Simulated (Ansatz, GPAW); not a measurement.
# STM contrast on a 8-layer slab of Sr(111), part 4 of 4

Wanted: filled- and empty-state images of a 8-layer slab of Sr(111), with its work function.

GPAW 26.7.0 and Ansatz 0.2.0; Ansatz plane waves; slab in vacuum with a dipole correction, relaxation (the session's first sound run).

So far, upper work function (eV): step 2 (relaxing the atoms, PBE) 2.67; step 3 (plane waves, PBE) 2.67.

## Step 4: A second plane-wave code (continued)

Tip height over the top atom over a1 and a2. Constant current at the density 8.854e-04 e/Å^3, window e_range_0_0.5.

Ten even steps from '_' (3.979 Å) to '@' (4.034 Å), each cell a mean:
```
__________....::----====++++++****++++++====----::::..______
__________....::----==++++****************++====--::::....__
__________....::--====++****##############****++==----::....
....______....::----==++**####%%%%%%%%%%%%####**++++==--::::
::............::----==++**####%%%%@@@@@@@@%%%%##****++==--::
::::..........::::--==++**####%%@@@@@@@@@@@@@@%%####**++==--
--::::........::::--====++**##%%%%@@@@@@@@@@@@@@%%##****++==
==--::::........::::--==++**####%%@@@@@@@@@@@@@@%%%%##**++==
==----::::........::----==++**####%%@@@@@@@@@@@@@@%%####**++
====--::::........::::----==++****##%%%%@@@@@@@@%%%%####**++
++==--::::............::----==++****####%%%%%%%%%%%%####**++
====--::::..............::::--====++****##############****++
====--::::......______....::::----====++++**************++++
==----::::......________......::::----====++++++++++++++++==
----::::::......__________......::::::------==============--
--::::::::..........______..........::::::------------------
::::::..................................::::::::::::::::::::
............................................................
..................::::::::::::::::::..................______
________......::::::::::::::--::::::::::::......____________
________......::::::--------------------::::......__________
__________....::::----================------::::....________
```
Columns: a1 from 0 to 0.967; rows upwards: a2 from 0 to 0.967.

Force by atom:

| atom | x (eV/Å) | y (eV/Å) | z (eV/Å) | size |
| --- | --- | --- | --- | --- |
| Sr1 | 0.0000 | 0.0000 | 0.0772 | 0.0772 |
| Sr2 | 0.0000 | 0.0000 | -0.0521 | 0.0521 |
| Sr3 | 0.0000 | 0.0000 | -0.0022 | 0.0022 |
| Sr4 | 0.0000 | 0.0000 | -0.0229 | 0.0229 |
| Sr5 | 0.0000 | 0.0000 | -0.0009 | 0.0009 |
| Sr6 | 0.0000 | 0.0000 | 0.0032 | 0.0032 |
| Sr7 | 0.0000 | 0.0000 | -0.0093 | 0.0093 |
| Sr8 | 0.0000 | 0.0000 | 0.0070 | 0.0070 |

The upper face's work function is 2.673 eV, against 2.675 eV in the first plane-wave PBE run at this geometry.

## Step 5: Side by side

Results and costs are gathered.

This step: comparison of work functions, dipole and cost (GPAW 26.7.0).

Ladder, by row:

| step | code | work function, upper (eV) | work function, lower (eV) | dipole (e Å) | wall time (s) | peak memory (GiB) | threads |
| --- | --- | --- | --- | --- | --- | --- | --- |
| pw | GPAW | 2.675 | 2.709 | 0.003026 | 716.5 | 1.01 | 1 |
| ansatz | Ansatz | 2.673 | 2.707 | 0.002998 | 9.75 | 1.213 | 4 |

## Step 6: A changed run

One more run, with changed settings.

This step: GPAW, PAW setups; slab in vacuum (GPAW 26.7.0).

The input, run.py:

```python
import json
import numpy as np
from ase import Atoms
from gpaw import GPAW, PW

slab = Atoms(
    ['Sr', 'Sr', 'Sr', 'Sr', 'Sr', 'Sr', 'Sr', 'Sr'],
    positions=[
        [4.29921, 2.48215, 7.00000],
        [0.00000, 0.00000, 10.51029],
        [2.14960, 1.24107, 14.02058],
        [4.29921, 2.48215, 17.53087],
        [-0.00000, -0.00000, 21.00924],
        [2.14960, 1.24107, 24.48537],
        [4.29921, 2.48215, 27.96436],
        [-0.00000, -0.00000, 31.35565]],
    cell=[[4.29921, 0.0, 0.0], [2.1496, 3.72322, 0.0], [0.0, 0.0, 38.57203]],
    pbc=[True, True, False])

slab.calc = GPAW(mode=PW(400), xc='pbe96', kpts={'size': (9, 9, 1), 'gamma': True},
                 occupations={'name': 'fermi-dirac', 'width': 0.1}, nbands='140%',
                 convergence={'density': 1e-05}, maxiter=100,
                 poissonsolver={'dipolelayer': 'xy'},
                 symmetry={'tolerance': 1e-3}, txt='slab.txt')
result = {}
energy = slab.get_potential_energy()
fermi = slab.calc.get_fermi_level()
v = slab.calc.get_electrostatic_potential().mean((0, 1)) - fermi
n = slab.calc.get_pseudo_density().mean((0, 1))
L = slab.cell[2, 2]
z = np.arange(len(v)) * L / len(v)
low, high = slab.positions[:, 2].min(), slab.positions[:, 2].max()
below, above = np.interp([low - 4.8, high + 4.8], z, v)
slopes = [np.interp(x, z, np.gradient(v, z)) for x in (low - 4.8, high + 4.8)]
eps = np.array([[slab.calc.get_eigenvalues(k, s) for k in range(len(slab.calc.get_ibz_k_points()))]
                for s in range(slab.calc.get_number_of_spins())]) - fermi
top, bottom = eps[eps < 0].max(), eps[eps > 0].min()
dipole = slab.get_dipole_moment()[2]
print(f'energy {energy:.4f} eV, Fermi level {fermi:.4f} eV, dipole {dipole:.5f} e A')
print(f'potential 4.8 A off the faces, from the Fermi level: lower {below:.4f} eV, upper {above:.4f} eV')
print(f'slope of the potential there: lower {slopes[0]:.5f}, upper {slopes[1]:.5f} eV/A')
print(f'nearest levels on the mesh: {top:.4f} and {bottom:.4f} eV')
print('magnetic moment', round(slab.get_magnetic_moment(), 3))
result.update(energy=energy, fermi=fermi, dipole=dipole, below=below, above=above, slopes=slopes, edges=[top, bottom],
              z=z.tolist(), v=v.tolist(), n=n.tolist(), positions=slab.positions.tolist(),
              forces=slab.get_forces(apply_constraint=False).tolist(), moments=slab.get_magnetic_moments().tolist())
json.dump(result, open('result.json', 'w'))
```

The run is started by

```bash
> OMP_NUM_THREADS=1 OPENBLAS_NUM_THREADS=1 python run.py
```

Numbers of over 12 decimals in the logs are rounded to 6 here.

The log of the run:

```text
NameError: Unknown functional: pbe96.
```

It took 0.66 s on 1 thread of AMD EPYC 9R14 (Zen 4), shared host; peak memory 0.1 GiB.

The input was rejected at the start.

The program's message: “NameError: Unknown functional: pbe96.”

The change that led to it: xc = "pbe96".

## Step 7: Outcome

- work function, upper and lower face: 2.675 and 2.709 eV
- dipole along the normal: 0.00303 e Å
- corrugation at -0.5 V: 0.0257 Å
- corrugation at 0.5 V: 0.0595 Å

What this shows: The corrugation at constant current is largest at 0.5 V, where the tip height varies by 0.059 Å over the cell. Negative sample bias images filled states, positive bias empty ones. The measured value for polycrystalline Sr, which weights the faces of low work function, is 2.59 eV (as compiled in "Anisotropic work function of elemental crystals", 2019, arxiv:1902.07811); the relaxed upper face lies 0.085 eV over it with PBE. Measured work functions scatter by a tenth of an eV or more between methods. The two plane-wave codes differ by 0.0021 eV on the upper face. The images are of Tersoff-Hamann type: an s-wave tip, no tip-sample forces, heights closer than in a microscope. Ansatz gives corrugations of 0.027 Å at -0.5 V (GPAW 0.026) and 0.056 Å at 0.5 V (GPAW 0.059). GPAW's time includes a further run over the whole zone for the images, so the two times are not like for like. The in-plane lattice was kept as typed, which isn't the functional's own and leaves some strain; spin-orbit coupling and temperature are left out.

[Logs are printed without paths, hosts, clocks, repeated set-up lines and the standing remarks that a program may print on its own settings, such as how far it seeks lower states.]

[Hosts, paths, dates, database ids (printed as entryN), source tags and the programs' standing remarks are cut or masked in the printed files.]
